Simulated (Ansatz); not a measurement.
# How fast states decay through InGaAsP

Wanted: the relaxed cell of InGaAsP, its band edges and its decay constants. It is built by putting P for part of the As in the InGaAs2 structure of space group P-4m2, with the volume rescaled by atomic radii. The parent structure comes from the Materials Project.

Calculated with Ansatz 0.2.0; LDA DFT, plane waves, PAW files, in the first sound run; inputs show where later runs differ.

The structure was built from a prototype and need not be the compound's stable phase.

**1. Starting point**

Symmetry: Pmm2, No. 25, orthorhombic system. Conventional cell: a = 4.167 Å, b = 4.167 Å, c = 5.880 Å, α = 90.00°, β = 90.00°, γ = 90.00°. Nearest to In lie 2 As at 2.61 Å and 2 P at 2.61 Å. Ga has 2 As at 2.49 Å and 2 P at 2.49 Å nearest. Nearest to P lie 2 Ga at 2.49 Å and 2 In at 2.61 Å. Nearest to As lie 2 Ga at 2.49 Å and 2 In at 2.61 Å. It derives from InGaAs2. P for part of the As in the InGaAs2 structure of space group P-4m2. Farther neighbours are not listed.

Coordinates:

```cif
data_structure
_symmetry_space_group_name_H-M 'P 1'
_symmetry_Int_Tables_number 1
_cell_length_a 4.1670
_cell_length_b 4.1670
_cell_length_c 5.8804
_cell_angle_alpha 90.000
_cell_angle_beta 90.000
_cell_angle_gamma 90.000
_cell_volume 102.11
loop_
_atom_site_label
_atom_site_type_symbol
_atom_site_fract_x
_atom_site_fract_y
_atom_site_fract_z
_atom_site_occupancy
In1 In 0.00000 0.00000 0.50000 1
Ga2 Ga 0.50000 0.50000 0.00000 1
P3 P 0.50000 0.00000 0.76848 1
As4 As 0.00000 0.50000 0.23152 1
```

**2. Relaxing the new crystal**

The substituted atoms don't fit the parent's cell, so cell and atoms relax together. A small smearing keeps the run stable in case the gap closes on the way.

Input file input.yaml:

```yaml
crystal:
  lattice:
    - [4.1670365517, 0.0, 0.0]
    - [0.0, 4.1670365517, 0.0]
    - [0.0, 0.0, 5.8803506694]
  atoms:
    - { symbol: In, position: [0.0, 0.0, 0.5] }
    - { symbol: Ga, position: [0.5, 0.5, 0.0] }
    - { symbol: P, position: [0.5, 0.0, 0.768475] }
    - { symbol: As, position: [0.0, 0.5, 0.231525] }
kpoints:
  mp_grid: { grid: [6, 6, 4] }
scf:
  occupations: { method: gaussian, width: 0.03 }
hamiltonian:
  xc: lda
output:
  forces: true
  stress: true
relax:
  f_tol: 0.02
  max_steps: 60
  cell: {}
```

The run is started by

```bash
$ ansatz run input.yaml --threads 2 --pin off --max-ram 4096MiB --backend cpu --events-out ev --progress --plain --runs-dir out
```

Numbers of over 12 decimals in the logs are rounded to 6 here.

The log of the run:

```text
Engine: ansatz 0.2.0, x86_64-unknown-linux-gnu
Pseudopotentials: kind: paw
Pseudopotential: In, paw, valence charge 13, recommended cutoff 420 eV (normal), In.paw.azcp
Pseudopotential: Ga, paw, valence charge 13, recommended cutoff 420 eV (normal), Ga.paw.azcp
Pseudopotential: P, paw, valence charge 5, recommended cutoff 420 eV (normal), P.paw.azcp
Pseudopotential: As, paw, valence charge 15, recommended cutoff 420 eV (normal), As.paw.azcp
Functional definition: SPW92
  exchange = slater_x
  correlation = pw_c
Crystal: 4 atoms, lattice volume = 102.108 Å³
Basis set: ecut = 420 eV, 1947 PW (Γ)
Bands: 28, of which v1, the nominal top of the filled ones, is band 23 counted from 1 (22 counted from 0)
Symmetry: 4 space group operations
Space group: Pmm2 (ITA 25), of the structure as read, at distance tolerance 4.7e-5 Å
k-points: 48 of 144 (time reversal used)
Non-local potential: In, projectors of the file, l = 0: 2, l = 1: 2, l = 2: 2, l = 3: 2
Non-local potential: Ga, projectors of the file, l = 0: 2, l = 1: 2, l = 2: 3, l = 3: 1
Non-local potential: P, projectors of the file, l = 0: 2, l = 1: 2, l = 2: 2
Non-local potential: As, projectors of the file, l = 0: 2, l = 1: 2, l = 2: 3, l = 3: 1
PAW form: soft (Blöchl's): semilocal exchange-correlation on the pseudo side does not see the compensation charge
PAW frozen core: In, regenerated for the run's functional, and the local potential with it (the file was generated under x = pbe(κ = 0.804, μ = 0.219515), c = pbe(β = 0.066725))
PAW frozen core: Ga, regenerated for the run's functional, and the local potential with it (the file was generated under x = pbe(κ = 0.804, μ = 0.219515), c = pbe(β = 0.066725))
PAW frozen core: P, regenerated for the run's functional, and the local potential with it (the file was generated under x = pbe(κ = 0.804, μ = 0.219515), c = pbe(β = 0.066725))
PAW frozen core: As, regenerated for the run's functional, and the local potential with it (the file was generated under x = pbe(κ = 0.804, μ = 0.219515), c = pbe(β = 0.066725))
PAW one-centre angular grid: In, 590 points (default); XC on 64 Gauss nodes
PAW one-centre angular grid: Ga, 590 points (default); XC on 64 Gauss nodes
PAW one-centre angular grid: P, 110 points (default); XC on 64 Gauss nodes
PAW one-centre angular grid: As, 590 points (default); XC on 64 Gauss nodes
Initial density: superposition of atomic densities (neutral atoms: chi_scale 0, normalization atom), corrected by the library's trained network
Initial wavefunctions: pseudopotential atomic-orbital guess
Functional: x = slater, c = lda
SCF iter   1: F=—  HF=-14664.629119 eV  |F-HF|=—  |Δ(HF+E_count)|=         —  Δρ=6.94e-3  dr2=5.13e-2  ethr=1.77e-3  ⟨swp⟩=7.1  Hψ=6422  notcnv=0
preconditioner: auto → Kerker (q_TF=auto, 2.389 Å⁻¹)  [metal: Δε(μ)=0.018 eV  Ē_g=13.635 eV  σ=0.030 eV  W_gap=0.33  n_scr=28 (ndim 8)  ℏωp=22.0 eV  f_vac=0.066  D(μ)=0.48/eV (n_scr^D=0)]
SCF iter   2: F=—  HF=-14664.615994 eV  |F-HF|=—  |Δ(HF+E_count)|=   1.31e-2  Δρ=3.72e-3  dr2=1.63e-2  ethr=1.12e-4  ⟨swp⟩=2.0  Hψ=2045  notcnv=0  defer=47
SCF iter   3: F=—  HF=-14664.611901 eV  |F-HF|=—  |Δ(HF+E_count)|=   4.09e-3  Δρ=8.15e-4  dr2=1.12e-3  ethr=3.54e-5  ⟨swp⟩=3.0  Hψ=2394  notcnv=0  defer=47
SCF iter   4: F=—  HF=-14664.611807 eV  |F-HF|=—  |Δ(HF+E_count)|=   9.40e-5  Δρ=4.49e-4  dr2=3.73e-4  ethr=2.43e-6  ⟨swp⟩=2.0  Hψ=2427  notcnv=0  defer=47
SCF iter   5: F=—  HF=-14664.611649 eV  |F-HF|=—  |Δ(HF+E_count)|=   1.58e-4  Δρ=1.88e-4  dr2=8.90e-5  ethr=8.10e-7  ⟨swp⟩=2.0  Hψ=2150  notcnv=0  defer=47
SCF iter   6: F=—  HF=-14664.611648 eV  |F-HF|=—  |Δ(HF+E_count)|=   1.07e-6  Δρ=7.70e-5  dr2=1.38e-5  ethr=1.93e-7  ⟨swp⟩=3.0  Hψ=2444  notcnv=0  defer=47
SCF iter   7: F=—  HF=-14664.611646 eV  |F-HF|=—  |Δ(HF+E_count)|=   1.19e-6  Δρ=3.00e-5  dr2=2.20e-6  ethr=3.00e-8  ⟨swp⟩=2.0  Hψ=2440  notcnv=0  defer=47
SCF iter   8: F=—  HF=-14664.611646 eV  |F-HF|=—  |Δ(HF+E_count)|=   6.69e-7  Δρ=1.23e-5  dr2=4.47e-7  ethr=4.77e-9  ⟨swp⟩=2.0  Hψ=2408  notcnv=0  defer=47
SCF iter   9: F=-14664.611646 eV  HF=-14664.611646 eV  |F-HF|=7.56e-8  |Δ(HF+E_count)|=   5.83e-8  Δρ=6.58e-6  dr2=9.12e-8  ethr=2.17e-10  ⟨swp⟩=5.0  Hψ=5086  notcnv=0
SCF 1 converged in 9 iterations: F = -14664.611646 eV  dr2 = 9.12e-8
  greatest PAW one-centre occupation: 0.999 electrons in one spin orbital (limit 2), on the As atom at site 3 (counted from 0), in its partial waves of l = 2
relax step   1: F+E_penalty+E_count = -14664.61164564 eV  Δ(F+E_penalty+E_count) = +0.000e0 eV  max|allowed force component| = 5.670e-1 eV/Å  Δτ_max = 0.0000 Å  P = -5.178 GPa  Ω = 102.108 Å³  (9 SCF iters, dr2 threshold 1.00e-7 eV, accepted)
Crystal: 4 atoms, lattice volume = 92.492 Å³
Basis set: ecut = 420 eV, 1827 PW (Γ)
Initial density: handed on by an earlier stage of this run
Initial wavefunctions: those handed on with the density
iter 1 solved again at ethr=8.64e-5 eV; its pass at ethr=3.10e-3 eV (dr2=3.97e-2 eV) is discarded
SCF iter   1: F=—  HF=-14664.789617 eV  |F-HF|=—  |Δ(HF+E_count)|=         —  Δρ=6.84e-3  dr2=3.95e-2  ethr=8.64e-5  ⟨swp⟩=2.0  Hψ=8026  notcnv=0
preconditioner: auto → Resta (q_TF=auto, 2.428 Å⁻¹)  ε∞=3.7  [insulator: Δε(μ)=0.338 eV  Ē_g=14.024 eV  σ=0.030 eV  W_gap=1.00  n_scr=20 (ndim 8)  ℏωp=23.2 eV  f_vac=0.016  D(μ)=0.00/eV (n_scr^D=0)  ε∞_Penn≈3.7]
SCF iter   2: F=—  HF=-14664.779035 eV  |F-HF|=—  |Δ(HF+E_count)|=   1.06e-2  Δρ=3.40e-3  dr2=9.99e-3  ethr=8.59e-5  ⟨swp⟩=2.2  Hψ=1823  notcnv=0
SCF iter   3: F=—  HF=-14664.776361 eV  |F-HF|=—  |Δ(HF+E_count)|=   2.67e-3  Δρ=6.41e-4  dr2=5.52e-4  ethr=2.17e-5  ⟨swp⟩=2.0  Hψ=1890  notcnv=0
SCF iter   4: F=—  HF=-14664.776318 eV  |F-HF|=—  |Δ(HF+E_count)|=   4.32e-5  Δρ=1.61e-4  dr2=2.85e-5  ethr=1.20e-6  ⟨swp⟩=2.9  Hψ=2524  notcnv=0
SCF iter   5: F=—  HF=-14664.776322 eV  |F-HF|=—  |Δ(HF+E_count)|=   4.10e-6  Δρ=7.17e-5  dr2=5.59e-6  ethr=6.20e-8  ⟨swp⟩=2.0  Hψ=2457  notcnv=0
SCF iter   6: F=—  HF=-14664.776319 eV  |F-HF|=—  |Δ(HF+E_count)|=   2.55e-6  Δρ=2.35e-5  dr2=4.54e-7  ethr=1.21e-8  ⟨swp⟩=2.1  Hψ=2502  notcnv=0
SCF iter   7: F=-14664.776319 eV  HF=-14664.776319 eV  |F-HF|=1.31e-7  |Δ(HF+E_count)|=   1.14e-7  Δρ=9.36e-6  dr2=5.57e-8  ethr=8.70e-10  ⟨swp⟩=5.0  Hψ=4777  notcnv=0
SCF 2 converged in 7 iterations: F = -14664.776319 eV  dr2 = 5.57e-8
relax step   2: F+E_penalty+E_count = -14664.77631915 eV  Δ(F+E_penalty+E_count) = -1.647e-1 eV  max|allowed force component| = 5.927e-1 eV/Å  Δτ_max = 0.0861 Å  P = +0.651 GPa  Ω = 92.492 Å³  energy of the carried Pulay correction = +1.774e-3 eV  (7 SCF iters, dr2 threshold 4.00e-7 eV, accepted)
Crystal: 4 atoms, lattice volume = 92.965 Å³
Basis set: ecut = 420 eV, 1851 PW (Γ)
iter 1 solved again at ethr=9.23e-6 eV; its pass at ethr=3.10e-3 eV (dr2=4.25e-3 eV) is discarded
SCF iter   1: F=—  HF=-14664.803066 eV  |F-HF|=—  |Δ(HF+E_count)|=         —  Δρ=2.96e-3  dr2=4.38e-3  ethr=9.23e-6  ⟨swp⟩=2.4  Hψ=7936  notcnv=0
preconditioner: auto → Resta (q_TF=auto, 2.426 Å⁻¹)  ε∞=3.7  [insulator: Δε(μ)=0.303 eV  Ē_g=13.997 eV  σ=0.030 eV  W_gap=1.00  n_scr=20 (ndim 8)  ℏωp=23.1 eV  f_vac=0.032  D(μ)=0.00/eV (n_scr^D=0)  ε∞_Penn≈3.7]
SCF iter   2: F=—  HF=-14664.801954 eV  |F-HF|=—  |Δ(HF+E_count)|=   1.11e-3  Δρ=1.47e-3  dr2=1.19e-3  ethr=9.23e-6  ⟨swp⟩=2.3  Hψ=1932  notcnv=0
SCF iter   3: F=—  HF=-14664.801645 eV  |F-HF|=—  |Δ(HF+E_count)|=   3.09e-4  Δρ=1.94e-4  dr2=3.76e-5  ethr=2.58e-6  ⟨swp⟩=2.1  Hψ=1740  notcnv=0
SCF iter   4: F=—  HF=-14664.801642 eV  |F-HF|=—  |Δ(HF+E_count)|=   2.60e-6  Δρ=4.92e-5  dr2=3.38e-6  ethr=8.17e-8  ⟨swp⟩=2.4  Hψ=2454  notcnv=0
SCF iter   5: F=—  HF=-14664.801642 eV  |F-HF|=—  |Δ(HF+E_count)|=   3.14e-7  Δρ=1.96e-5  dr2=4.55e-7  ethr=8.70e-10  ⟨swp⟩=5.5  Hψ=5165  notcnv=0
SCF iter   6: F=-14664.801642 eV  HF=-14664.801642 eV  |F-HF|=2.74e-8  |Δ(HF+E_count)|=   1.81e-7  Δρ=7.49e-6  dr2=6.10e-8  ethr=8.70e-10  ⟨swp⟩=4.9  Hψ=4958  notcnv=0
SCF 3 converged in 6 iterations: F = -14664.801642 eV  dr2 = 6.10e-8
relax step   3: F+E_penalty+E_count = -14664.80164185 eV  Δ(F+E_penalty+E_count) = -2.532e-2 eV  max|allowed force component| = 1.580e-1 eV/Å  Δτ_max = 0.0441 Å  P = +0.084 GPa  Ω = 92.965 Å³  energy of the carried Pulay correction = +1.682e-3 eV  (6 SCF iters, dr2 threshold 4.00e-7 eV, accepted)
[...]
relax step   4: F+E_penalty+E_count = -14664.80344093 eV  Δ(F+E_penalty+E_count) = -1.799e-3 eV  max|allowed force component| = 1.799e-2 eV/Å  Δτ_max = 0.0107 Å  P = -0.045 GPa  Ω = 93.142 Å³  energy of the carried Pulay correction = +1.648e-3 eV  (4 SCF iters, dr2 threshold 4.00e-7 eV, accepted)
[...]
relax step   5: F+E_penalty+E_count = -14664.80348983 eV  Δ(F+E_penalty+E_count) = -4.890e-5 eV  max|allowed force component| = 5.772e-3 eV/Å  Δτ_max = 0.0013 Å  P = +0.018 GPa  Ω = 93.065 Å³  energy of the carried Pulay correction = +1.663e-3 eV  (4 SCF iters, dr2 threshold 3.46e-8 eV, accepted)
Initial wavefunctions: pseudopotential atomic-orbital guess (no wavefunctions were taken with the density)
iter 1 solved again at ethr=2.81e-7 eV; its pass at ethr=3.10e-3 eV (dr2=1.29e-4 eV) is discarded
SCF iter   1: F=—  HF=-14664.802019 eV  |F-HF|=—  |Δ(HF+E_count)|=         —  Δρ=8.63e-5  dr2=1.42e-6  ethr=2.81e-7  ⟨swp⟩=3.6  Hψ=9876  notcnv=0
preconditioner: auto → Resta (q_TF=auto, 2.426 Å⁻¹)  ε∞=3.7  [insulator: Δε(μ)=0.302 eV  Ē_g=13.991 eV  σ=0.030 eV  W_gap=1.00  n_scr=20 (ndim 8)  ℏωp=23.1 eV  f_vac=0.031  D(μ)=0.00/eV (n_scr^D=0)  ε∞_Penn≈3.7]
SCF iter   2: F=—  HF=-14664.802019 eV  |F-HF|=—  |Δ(HF+E_count)|=   1.09e-7  Δρ=5.84e-5  dr2=1.10e-6  ethr=3.09e-9  ⟨swp⟩=2.0  Hψ=2436  notcnv=0
SCF iter   3: F=—  HF=-14664.802019 eV  |F-HF|=—  |Δ(HF+E_count)|=   1.57e-8  Δρ=1.51e-5  dr2=6.51e-8  ethr=2.40e-9  ⟨swp⟩=2.0  Hψ=1975  notcnv=0
SCF iter   4: F=—  HF=-14664.802019 eV  |F-HF|=—  |Δ(HF+E_count)|=   8.53e-8  Δρ=3.26e-6  dr2=6.99e-9  ethr=1.42e-10  ⟨swp⟩=2.0  Hψ=2217  notcnv=0
SCF iter   5: F=—  HF=-14664.802019 eV  |F-HF|=—  |Δ(HF+E_count)|=   2.88e-9  Δρ=1.08e-6  dr2=4.81e-10  ethr=1.52e-11  ⟨swp⟩=2.0  Hψ=2478  notcnv=0
SCF iter   6: F=—  HF=-14664.802019 eV  |F-HF|=—  |Δ(HF+E_count)|=  8.59e-10  Δρ=4.18e-7  dr2=8.23e-11  ethr=1.05e-12  ⟨swp⟩=2.0  Hψ=2472  notcnv=0
SCF iter   7: F=-14664.802019 eV  HF=-14664.802019 eV  |F-HF|=5.46e-12  |Δ(HF+E_count)|=  5.28e-11  Δρ=8.42e-8  dr2=3.35e-12  ethr=1.00e-12  ⟨swp⟩=5.0  Hψ=5050  notcnv=0
SCF 6 converged in 7 iterations: F = -14664.802019 eV  dr2 = 3.35e-12
relax step   6: F+E_penalty+E_count = -14664.80201867 eV  Δ(F+E_penalty+E_count) = +1.471e-3 eV  max|allowed force component| = 5.740e-3 eV/Å  Δτ_max = 0.0000 Å  P = +0.012 GPa  Ω = 93.065 Å³  stress off target by 1.61e-2 GPa  SCF on the basis re-selected at this cell (its energy is not comparable with the rows above)  (7 SCF iters)
basis re-selected at this cell: Δ(F+E_penalty+E_count) = +1.471e-3 eV, ΔP = -0.006 GPa vs the last step (what re-selecting the basis moved, of the pressure what is left beyond the Pulay correction that the steps carried, after the strain that the cell walked since its last selection, with what the two solves' SCF thresholds leave and, on support functions, any second-order correction that the steps lacked; it is no measure of the basis error at this ecutwfc). The dense FFT grid was sized anew with the basis: this SCF ran on 30×27×40 points, the steps before it on 30×30×40, so part of this shift can come from that change (see relax.cell in the input reference). [rest of the remark cut]
SCF converged after 7 iterations
Free energy (F): -14664.802019 eV
Harris-Foulkes:  -14664.802019 eV  (|F-HF|=5.46e-12)
Internal energy: -14664.802019 eV  (E = F + TS)
E sigma→0 (E₀):  -14664.802019 eV
Fermi energy:    7.916350 eV
--- Per-component energies (eV) ---
  E_band       = -372.204416
  E_kinetic    = 536.055596
  E_local      = -5583.624461  (includes V_loc(G=0)·N_el)
  E_nonlocal   = 167.245544
  E_hartree    = 2654.782364
  E_xc         = -422.965267
  E_vxc        = -300.844935  (∫ρ·V_xc dr)
  E_paw        = -8223.197619  (= ΣΔE_a)
  E_vpaw       = -500.600813  (= ΣTr[D̂ρ^β])
  E_aug_tail   = -0.000087  (compensation charges beyond the density's cutoff)
  E_ewald      = -3797.303687
  E_core_change = 4.205598  (= ΣΔE_core)
  E_smearing   = -0.000000  (= −TS)
  E_closure    = -0.000000  (closes the sum)
  Σ components = -14664.802019   (vs F -14664.802019, Δ=0.00e0)
--- Forces (eV/Å), atoms counted from 1 ---
  atom   1  In     0.00000000     0.00000000     0.00306397
  atom   2  Ga     0.00000000     0.00000000    -0.00213982
  atom   3  P      0.00000000     0.00000000     0.00481292
  atom   4  As     0.00000000     0.00000000    -0.00574111
  max |Σ_I F_I| component: 4.04e-6 eV/Å
--- Stress (GPa, compression-positive) ---
        0.006984       0.000000       0.000000
        0.000000       0.013518       0.000000
        0.000000       0.000000       0.016073
  P = ⅓ Tr σ = 0.0122 GPa (0.122 kbar)
--- Relaxed structure (5 steps of the walk, 5 accepted, 1 SCFs on fresh bases) ---
  F+E_penalty+E_count = -14664.80201867 eV   max|allowed force component| = 5.740e-3 eV/Å   (the final SCF, on the basis selected at the relaxed cell)
  cell:  # Å, volume = 93.0648 Å³
    - [4.042491, 0.0, 0.0]
    - [0.0, 4.016259, 0.0]
    - [0.0, 0.0, 5.732110]
  atoms:
    - { symbol: In, position: [0.0, 0.0, 0.508894] }
    - { symbol: Ga, position: [0.500000, 0.500000, -0.00767557] }
    - { symbol: P, position: [0.500000, 0.0, 0.769913] }
    - { symbol: As, position: [0.0, 0.500000, 0.228868] }
```

It took 41 s on 2 threads of Intel Xeon Platinum 8375C at 2.90GHz (Ice Lake), shared host; peak memory 0.49 GiB.

Step by step:

```csv
step,energy less that of the first step (eV),largest force component (eV/Å),pressure (GPa),volume (Å³)
1,0.0000,0.5670,-5.18,102.11
2,-0.1647,0.5927,0.65,92.49
3,-0.1900,0.1580,0.08,92.96
4,-0.1918,0.0180,-0.04,93.14
5,-0.1918,0.0058,0.02,93.06
6*,-0.1904,0.0057,0.01,93.06
```

Relaxation steps marked * repeat the geometry before them on a plane-wave basis chosen anew for their cell, so energy and pressure can jump there.

The run keeps the 4 symmetry operations that it works with, so distortions that break them were not tested.

| conventional cell, symmetrised | before | after | change |
| --- | --- | --- | --- |
| a (Å) | 4.167 | 4.016 | -3.6 % |
| b (Å) | 4.167 | 4.042 | -3.0 % |
| c (Å) | 5.880 | 5.732 | -2.5 % |
| volume (Å³/atom) | 25.53 | 23.27 | -8.9 % |

The atoms that moved most (Å, as changes of fractional coordinates times the final cell):

| atom | dx | dy | dz | length |
| --- | --- | --- | --- | --- |
| In1 | 0.000 | 0.000 | 0.051 | 0.051 |
| Ga2 | 0.000 | 0.000 | -0.044 | 0.044 |
| As4 | 0.000 | 0.000 | -0.015 | 0.015 |
| P3 | 0.000 | 0.000 | 0.008 | 0.008 |

Final coordinates:

```cif
data_structure
_symmetry_space_group_name_H-M 'P 1'
_symmetry_Int_Tables_number 1
_cell_length_a 4.0425
_cell_length_b 4.0163
_cell_length_c 5.7321
_cell_angle_alpha 90.000
_cell_angle_beta 90.000
_cell_angle_gamma 90.000
_cell_volume 93.06
loop_
_atom_site_label
_atom_site_type_symbol
_atom_site_fract_x
_atom_site_fract_y
_atom_site_fract_z
_atom_site_occupancy
In1 In 0.00000 0.00000 0.50889 1
Ga2 Ga 0.50000 0.50000 0.99232 1
P3 P 0.50000 0.00000 0.76991 1
As4 As 0.00000 0.50000 0.22887 1
```

This step gave:

| Property | Result |
| --- | --- |
| free energy | -14664.8020 eV |
| Fermi energy | 7.916 eV |
| pressure | 0.01219 GPa |

The largest force component on a free atom ends at 0.0057 eV/Å.

**3. The bulk crystal and its band edges**

The energy window and the wavevectors of the next steps follow from the band edges, so these are searched first, off the mesh as well.

Input file input.yaml:

```yaml
crystal:
  lattice:
    - [4.0424905826, 0.0, 0.0]
    - [0.0, 4.0162587022, 0.0]
    - [0.0, 0.0, 5.7321104295]
  atoms:
    - { symbol: In, position: [0.0, 0.0, 0.5088941575] }
    - { symbol: Ga, position: [0.5, 0.5, -0.007675566] }
    - { symbol: P, position: [0.5, 0.0, 0.7699133731] }
    - { symbol: As, position: [0.0, 0.5, 0.2288680353] }
kpoints:
  mp_grid: { grid: [6, 6, 4] }
  band_path: { path: [VBM, CBM], npoints: 30 }
scf:
  occupations: { method: fixed }
hamiltonian:
  xc: lda
output:
  eigenvalues: true
  write_potential: true
  write_density: true
  volumetric_format: npy
```

The log of the run:

```text
[...]
Crystal: 4 atoms, lattice volume = 93.065 Å³
Basis set: ecut = 420 eV, 1851 PW (Γ)
Bands: 28, of which v1, the nominal top of the filled ones, is band 23 counted from 1 (22 counted from 0)
Symmetry: 4 space group operations
[...]
k-points: 48 of 144 (time reversal used)
[...]
SCF iter   1: F=—  HF=-14664.816815 eV  |F-HF|=—  |Δ(HF+E_count)|=         —  Δρ=6.82e-3  dr2=3.94e-2  ethr=1.77e-3  ⟨swp⟩=5.4  Hψ=5254  notcnv=0  defer=129
[...]
SCF iter   7: F=-14664.802019 eV  HF=-14664.802019 eV  |F-HF|=3.82e-8  |Δ(HF+E_count)|=   1.10e-7  Δρ=6.19e-6  dr2=4.51e-8  ethr=2.17e-10  ⟨swp⟩=10.7  Hψ=6635  notcnv=0
SCF 1 converged in 7 iterations: F = -14664.802019 eV  dr2 = 4.51e-8
[...]
NSCF: frozen V_eff on 64 k-points
[...]
SCF converged after 7 iterations
Free energy (F): -14664.802019 eV
[...]
Internal energy: -14664.802019 eV  (E = F + TS)
E sigma→0 (E₀):  -14664.802019 eV
Fermi energy:    7.765185 eV
[...]
--- Band table (eV; the first three rows and the last of 48) ---
  k-point 0: bands = [... 19 lower, 4.9695, 7.4668, 7.6263, 7.7652, 8.0675, 9.1592, 9.4498, 11.4710, ... 1 higher]
  k-point 1: bands = [... 19 lower, 5.2164, 5.7510, 7.0213, 7.1998, 9.1153, 9.4292, 10.2143, 11.0093, ... 1 higher]
  k-point 2: bands = [... 19 lower, 5.4832, 5.7285, 6.2322, 6.5900, 9.3944, 9.7155, 10.6404, 11.2103, ... 1 higher]
  k-point 47: bands = [... 19 lower, 4.1782, 4.3087, 4.3398, 4.3545, 12.0122, 12.0528, 12.0622, 12.1514, ... 1 higher]
```

Elapsed: 23 s, on 2 threads; peak memory 0.45 GiB.

In the SCF lines HF is the Harris–Foulkes energy and dr2 the Hartree energy of the density residual, in eV; the loop may stop once dr2 is under the threshold and the program's other checks hold. Hψ counts applications of the Hamiltonian.

Numbers from this step:

* Fermi energy: 7.765 eV
* gap on the k-mesh: 0.3023 eV
* gap on path: 0.3023 eV, by band count; negative where bands overlap
* direct gap on path: 0.3023 eV
* edge places on path: 0, 0 1/A along the path

Levels at VBM (eV): -6.63, -2.83, -2.80, -0.30, -0.14, 0.00, 0.30, 1.39, 1.68, 3.71, 3.72.

The searched edges give 0.302 eV, as on the mesh.

[end of part 1 of 3]

[Logs are printed without paths, hosts, clocks, repeated set-up lines and the standing remarks that a program may print on its own settings, such as how far it seeks lower states.]

[Hosts, paths, dates, database ids (printed as entryN), source tags and the programs' standing remarks are cut or masked in the printed files.]
